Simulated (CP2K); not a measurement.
Consider 3-silylpyridine at its PBE geometry (Å).

```xyz
14

Si    2.3289    0.1257    0.1386
C     0.4714   -0.0609   -0.0044
C    -0.4064    0.9959    0.2955
C    -1.7824    0.8017    0.1827
C    -2.2485   -0.4509   -0.2265
N    -1.4415   -1.4836   -0.5254
C    -0.1181   -1.2724   -0.4136
H     2.9998   -0.9545   -0.6370
H     2.7428    1.4565   -0.3910
H     2.7678    0.0377    1.5619
H    -0.0201    1.9676    0.6101
H    -2.4853    1.6046    0.4042
H    -3.3208   -0.6392   -0.3229
H     0.5126   -2.1281   -0.6723
```

Method: CP2K XAS_TDP, all-electron GAPW, PBEh(45%), aug-pc-1, TDA, GW2X-corrected core level, no relativity.

Q: Where do the C K-edge lines lie, and how strong are they?

Leading lines: C2 285.70 eV, C3 286.22 eV, C4 286.56 eV, C5 286.76 eV and C7 286.74 eV. The leading line of an atom is its first one with 35 % of the strongest within 2.5 eV of its lowest line over the strength cut. Core ionisation energies at this level: C4 291.64, C5 292.45, C7 292.37, C2 290.89 and C3 292.02 eV.

The first six lines of each atom with a strength over 0.0015:

```
                     atom  energy (eV)  states  strength, one atom  above the computed threshold
C2 (bonded to 2 C and Si)       285.70       1              0.0461                              
                                288.90       1              0.0127                              
                                289.50       1              0.0053                              
                                289.92       1              0.0035                              
                                290.80       1              0.0030                              
                                291.22       1              0.0019                           yes
 C3 (bonded to 2 C and H)       286.22       1              0.0564                              
                                289.83       1              0.0125                              
                                290.90       1              0.0030                              
                                291.26       1              0.0029                              
                                291.62       1              0.0018                              
                                292.22       1              0.0031                           yes
 C4 (bonded to 2 C and H)       286.56       1              0.0516                              
                                289.49       1              0.0115                              
                                290.59       1              0.0019                              
                                290.91       1              0.0030                              
                                291.38       1              0.0016                              
                                291.76       1              0.0022                           yes
C5 (bonded to C, N and H)       286.76       1              0.0575                              
                                290.50       1              0.0109                              
                                291.40       1              0.0035                              
                                291.83       1              0.0016                              
                                292.50       1              0.0033                           yes
                                292.71       1              0.0054                           yes
C7 (bonded to C, N and H)       286.74       1              0.0594                              
                                290.51       1              0.0112                              
                                291.32       1              0.0047                              
                                291.56       1              0.0027                              
                                293.03       1              0.0031                           yes
                                293.10       1              0.0048                           yes
```

Lines are vertical, at one geometry, with no vibrational structure. GW2X ionisation energies and lines can be off by 1 to 2 eV either way, and a good line position may hide errors that cancel. These values hold no scalar relativity, about 0.1 eV for C 1s. Rydberg lines, and the discretised continuum above threshold, depend on the basis and the box.

[Banner, clock and machine lines of the logs are left out without a mark of their own.]

[Logs are printed without paths, hosts, clocks, repeated set-up lines and the standing remarks that a program may print on its own settings, such as how far it seeks lower states.]

[Hosts, paths, dates, database ids (printed as entryN), source tags and the programs' standing remarks are cut or masked in the printed files.]
